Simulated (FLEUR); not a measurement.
**E(M) of MnPt**

Aim: the energy of MnPt as a function of its total spin moment.

Method: LDA (VWN); all-electron FLAPW, Dirac cores, scalar-relativistic bands, in FLEUR MaX-R8.1.

This is a report of a sequence of runs, with most program output left out.

## Step 1: The starting structure

The structure is tetragonal, space group P4/mmm (No. 123). Conventional cell: a = 2.830 Å, b = 2.830 Å, c = 3.660 Å, α = 90.00°, β = 90.00°, γ = 90.00°. Nearest to Mn lie 8 Pt at 2.71 Å and 4 Mn at 2.83 Å. Nearest to Pt lie 8 Mn at 2.71 Å and 4 Pt at 2.83 Å. Farther neighbours are not listed.

Coordinates:

```xyz
2
Lattice="2.8300 0.0000 0.0000 0.0000 2.8300 0.0000 0.0000 0.0000 3.6600" Properties=species:S:1:pos:R:3 pbc="T T T"
Mn    0.0000    0.0000    0.0000
Pt    1.4150    1.4150    1.8300
```

## Step 2: The free run

The free run tells which range of moments is worth scanning.

inpgen writes inp.xml from crystal.txt; cutoffs, mixing, functional, smearing and local orbitals are then set in the file. The k list default-1 (kpts.xml, not shown) is a Γ-centred 10×10×10 mesh; where the ranks do not divide the number of points, some are split in two of half the weight.

Input file inp.xml:

```
<?xml version="1.0" encoding="UTF-8" standalone="no"?>
<fleurInput fleurInputVersion="0.39">
   <comment>
      MnPt
   </comment>
   <calculationSetup>
      <cutoffs Kmax="3.6" Gmax="10.8" GmaxXC="10.8" numbands="0"/>
      <scfLoop itmax="90" minDistance="0.00002" maxIterBroyd="15" imix="Anderson" alpha="0.05" precondParam="0.0" spinf="2.0" sdNocoIR="T"/>
      <coreElectrons ctail="T" frcor="F" kcrel="0" coretail_lmax="0"/>
      <xcFunctional name="vwn" relativisticCorrections="F"/>
      <magnetism jspins="2"/>
      <soc l_soc="F" theta="0.0" phi="0.0" spav="F"/>
      <expertModes spex="0" secvar="F"/>
      <geometryOptimization l_f="F" forcealpha="1.0" forcemix="BFGS" epsdisp="0.00001" epsforce="0.00001"/>
      <ldaU l_linMix="F" mixParam="0.05" spinf="1.0"/>
   </calculationSetup>
   <cell>
      <bzIntegration valenceElectrons="31.0" mode="hist" fermiSmearingEnergy="0.00293995">
         <kPointListSelection listName="default-1"/>
         <xi:include xmlns:xi="http://www.w3.org/2001/XInclude" href="kpts.xml"> </xi:include>
      </bzIntegration>
      <xi:include xmlns:xi="http://www.w3.org/2001/XInclude" href="sym.xml"> </xi:include>
      <bulkLattice scale="1.0">
         <bravaisMatrix>
            <row-1>    5.3479249326179996     0.0000000000000000     0.0000000000000000</row-1>
            <row-2>    0.0000000000000000     5.3479249326179996     0.0000000000000000</row-2>
            <row-3>    0.0000000000000000     0.0000000000000000     6.9163976160359999</row-3>
         </bravaisMatrix>
      </bulkLattice>
   </cell>
   <atomSpecies>
      <species name="Manganese 3.500" element="Mn" atomicNumber="25">
         <mtSphere radius="2.5" gridPoints="827" logIncrement="0.015"/>
         <atomicCutoffs lmax="10" lnonsphr="8"/>
         <electronConfig flipSpins="F">
            <coreConfig>(1s1/2) (2s1/2) (2p1/2) (2p3/2)</coreConfig>
            <valenceConfig>(3s1/2) (3p1/2) (3p3/2) (4s1/2) (3d3/2) (3d5/2)</valenceConfig>
            <stateOccupation state="(3d3/2)" spinUp="1.25" spinDown="0.75"/>
            <stateOccupation state="(3d5/2)" spinUp="3.0" spinDown="0.0"/>
         </electronConfig>
         <energyParameters s="4" p="4" d="3" f="4"/>
         <lo type="SCLO" l="0" n="3" eDeriv="0"/>
         <lo type="SCLO" l="1" n="3" eDeriv="0"/>
      </species>
      <species name="Platinum (Pt)" element="Pt" atomicNumber="78">
         <mtSphere radius="2.5" gridPoints="827" logIncrement="0.016"/>
         <atomicCutoffs lmax="10" lnonsphr="8"/>
         <electronConfig flipSpins="F">
            <coreConfig>(1s1/2) (2s1/2) (2p1/2) (2p3/2) (3s1/2) (3p1/2) (3p3/2) (4s1/2) (3d3/2) (3d5/2) (4p1/2) (4p3/2) (5s1/2) (4d3/2) (4d5/2) (4f5/2) (4f7/2)</coreConfig>
            <valenceConfig>(5p1/2) (5p3/2) (6s1/2) (5d3/2) (5d5/2)</valenceConfig>
            <stateOccupation state="(6s1/2)" spinUp="0.500000" spinDown="0.500000"/>
            <stateOccupation state="(5d3/2)" spinUp="1.800000" spinDown="1.800000"/>
            <stateOccupation state="(5d5/2)" spinUp="2.700000" spinDown="2.700000"/>
         </electronConfig>
         <energyParameters s="6" p="6" d="5" f="5"/>
         <lo type="SCLO" l="1" n="5" eDeriv="0"/>
      </species>
   </atomSpecies>
   <atomGroups>
      <atomGroup species="Manganese 3.500">
         <relPos label="                   1">.0000000000 .0000000000 .0000000000</relPos>
         <force calculate="T" relaxXYZ="TTT"/>
      </atomGroup>
      <atomGroup species="Platinum (Pt)">
         <relPos label="                   2">1.000/2.000 1.000/2.000 1.000/2.000</relPos>
         <force calculate="T" relaxXYZ="TTT"/>
      </atomGroup>
   </atomGroups>
   <output dos="F" band="F" slice="F">
      <bandDOS minEnergy="-.5*Htr" maxEnergy="0.5*Htr" sigma="0.015" storeEVData="T"/>
      <plotting iplot="0" polar="F">
         <plot TwoD="T" vec1="  1.0  0.0  0.0" vec2="  0.0  1.0  0.0" vec3="  0.0  0.0  1.0" zero="  0.0  0.0  0.0" file="plot"/>
      </plotting>
      <moessbauerParams electricFieldGradient="F" isomerShift="F" coreHyperfine="F" valenceHyperfine="F"/>
   </output>
</fleurInput>
```

Input file crystal.txt:

```
MnPt
&input film=F cartesian=F /
2.83000000000  0.00000000000  0.00000000000
0.00000000000  2.83000000000  0.00000000000
0.00000000000  0.00000000000  3.66000000000
1.8897261246
1.0 1.0 1.0

2
25 0.00000000000  0.00000000000  0.00000000000 : 3.500
78 0.50000000000  0.50000000000  0.50000000000

&kpt div1=10 div2=10 div3=10 gamma=T /
```

Launch:

```sh
$ OMP_NUM_THREADS=1 inpgen -f crystal.txt > inpgen.log  # inp.xml is then edited as shown
$ OMP_NUM_THREADS=1 mpirun -n 4 fleur_MPI > fleur.log
```

Elapsed: 36 s, on 4 MPI ranks of Intel Xeon 6975P-C (Granite Rapids), shared host; peak memory 0.25 GiB; 2.4 min of CPU time.

Read from the output:

| Quantity | Value |
| --- | --- |
| free energy | -533153.8547 eV |
| program's band gap on this mesh (in a metal only a level spacing) | 0.001263 eV |
| magnetization | 4.095 μB |
| final state | ferromagnetic |
| largest moment | 3.676 μB |

After 26 cycles the largest moment stands at 3.68 μB.

## Step 3: No spin polarisation

inp.xml: that of step 2 with these lines changed.

```diff
@@ -10,3 +10,3 @@
       <xcFunctional name="vwn" relativisticCorrections="F"/>
-      <magnetism jspins="2"/>
+      <magnetism jspins="1"/>
       <soc l_soc="F" theta="0.0" phi="0.0" spav="F"/>
@@ -31,3 +31,3 @@
    <atomSpecies>
-      <species name="Manganese 3.500" element="Mn" atomicNumber="25">
+      <species name="Manganese (Mn)" element="Mn" atomicNumber="25">
          <mtSphere radius="2.5" gridPoints="827" logIncrement="0.015"/>
@@ -37,4 +37,4 @@
             <valenceConfig>(3s1/2) (3p1/2) (3p3/2) (4s1/2) (3d3/2) (3d5/2)</valenceConfig>
-            <stateOccupation state="(3d3/2)" spinUp="1.25" spinDown="0.75"/>
-            <stateOccupation state="(3d5/2)" spinUp="3.0" spinDown="0.0"/>
+            <stateOccupation state="(3d3/2)" spinUp="1.000000" spinDown="1.000000"/>
+            <stateOccupation state="(3d5/2)" spinUp="1.500000" spinDown="1.500000"/>
          </electronConfig>
@@ -59,3 +59,3 @@
    <atomGroups>
-      <atomGroup species="Manganese 3.500">
+      <atomGroup species="Manganese (Mn)">
          <relPos label="                   1">.0000000000 .0000000000 .0000000000</relPos>
```

crystal.txt: that of step 2 with these lines changed.

```diff
@@ -9,3 +9,3 @@
 2
-25 0.00000000000  0.00000000000  0.00000000000 : 3.500
+25 0.00000000000  0.00000000000  0.00000000000
 78 0.50000000000  0.50000000000  0.50000000000
```

The job ended after 15 s (4 MPI ranks; peak memory 0.21 GiB).

Read from the output:

- free energy: -533153.2209 eV
- program's band gap on this mesh (in a metal only a level spacing): 0.002831 eV
- final state: non-magnetic (no spin polarisation)

Its energy lies +633.8 meV a cell from the free run's.

## Step 4: Moment fixed at 4.146 μB

Two Fermi energies hold the total moment; the run starts from the free run's density.

inp.xml: that of step 3 with these lines changed.

```diff
@@ -10,3 +10,3 @@
       <xcFunctional name="vwn" relativisticCorrections="F"/>
-      <magnetism jspins="1"/>
+      <magnetism jspins="2" fixed_moment="4.146"/>
       <soc l_soc="F" theta="0.0" phi="0.0" spav="F"/>
@@ -31,3 +31,3 @@
    <atomSpecies>
-      <species name="Manganese (Mn)" element="Mn" atomicNumber="25">
+      <species name="Manganese 3.500" element="Mn" atomicNumber="25">
          <mtSphere radius="2.5" gridPoints="827" logIncrement="0.015"/>
@@ -37,4 +37,4 @@
             <valenceConfig>(3s1/2) (3p1/2) (3p3/2) (4s1/2) (3d3/2) (3d5/2)</valenceConfig>
-            <stateOccupation state="(3d3/2)" spinUp="1.000000" spinDown="1.000000"/>
-            <stateOccupation state="(3d5/2)" spinUp="1.500000" spinDown="1.500000"/>
+            <stateOccupation state="(3d3/2)" spinUp="1.25" spinDown="0.75"/>
+            <stateOccupation state="(3d5/2)" spinUp="3.0" spinDown="0.0"/>
          </electronConfig>
@@ -59,3 +59,3 @@
    <atomGroups>
-      <atomGroup species="Manganese (Mn)">
+      <atomGroup species="Manganese 3.500">
          <relPos label="                   1">.0000000000 .0000000000 .0000000000</relPos>
```

Launch:

```sh
$ OMP_NUM_THREADS=1 mpirun -n 4 fleur_MPI > fleur.log
```

Wall time 16 s (4 MPI ranks); peak memory 0.22 GiB; 61 s of CPU time.

This step gave:

| Property | Result |
| --- | --- |
| magnetization | 4.146 μB |

Its energy lies +1.1 meV a cell from the free run's.

## Step 5: Moment fixed at 3.455 μB

inp.xml: that of step 4 with these lines changed.

```diff
@@ -10,3 +10,3 @@
       <xcFunctional name="vwn" relativisticCorrections="F"/>
-      <magnetism jspins="2" fixed_moment="4.146"/>
+      <magnetism jspins="2" fixed_moment="3.455"/>
       <soc l_soc="F" theta="0.0" phi="0.0" spav="F"/>
```

Elapsed: 26 s, on 4 MPI ranks; peak memory 0.25 GiB.

Read from the output:

```
magnetization : 3.455 μB
```

Its energy lies +59.0 meV a cell from the free run's.

## Step 6: Moment fixed at 4.837 μB

inp.xml: that of step 5 with these lines changed.

```diff
@@ -10,3 +10,3 @@
       <xcFunctional name="vwn" relativisticCorrections="F"/>
-      <magnetism jspins="2" fixed_moment="3.455"/>
+      <magnetism jspins="2" fixed_moment="4.837"/>
       <soc l_soc="F" theta="0.0" phi="0.0" spav="F"/>
```

Elapsed: 23 s, on 4 MPI ranks; peak memory 0.25 GiB.

Read from the output:

| Quantity | Value |
| --- | --- |
| magnetization | 4.837 μB |

Its energy lies +249.3 meV a cell from the free run's.

## Step 7: All moments

The other moments were run in the same way.

Table of energy over the lowest by total spin moment:

| total spin moment (μB a cell) | energy over the lowest (meV a cell) |
| --- | --- |
| 0.00 | 634 |
| 0.69 | 581 |
| 1.38 | 457 |
| 2.07 | 320 |
| 2.76 | 187 |
| 3.46 | 59.0 |
| 4.09 | 0 |
| 4.15 | 1.14 |
| 4.84 | 249 |
| 5.53 | 1044 |

Table of moment, largest sphere moment by total spin moment:

| total spin moment (μB a cell) | moment, largest sphere moment (μB) |
| --- | --- |
| 0.00 | 0 |
| 0.69 | 0.771 |
| 1.38 | 1.44 |
| 2.07 | 2.05 |
| 2.76 | 2.66 |
| 3.46 | 3.23 |
| 4.09 | 3.68 |
| 4.15 | 3.71 |
| 4.84 | 4.09 |
| 5.53 | 4.34 |

## Step 8: Results

| Property | Result |
| --- | --- |
| moment of the free run | 4.09 μB a cell |
| moment of the lowest point | 4.09 μB a cell |
| energy of the spinless run | 634 meV a cell over the lowest |

In words: The lowest point lies 634 meV a cell under the spinless run, in free energy at a smearing of 0.08 eV. The point at zero is the spinless run. Opposed orders, which also have no total moment, were not run.

[Logs and program files are shortened in this print: banners, set-up blocks, solver, clock and traceback lines can be left out without a mark of their own.]

[Logs are printed without paths, hosts, clocks, repeated set-up lines and the standing remarks that a program may print on its own settings, such as how far it seeks lower states.]

[Hosts, paths, dates, database ids (printed as entryN), source tags and the programs' standing remarks are cut or masked in the printed files.]

[Where a cell is said to come from a database of computed structures, the database is the Materials Project.]
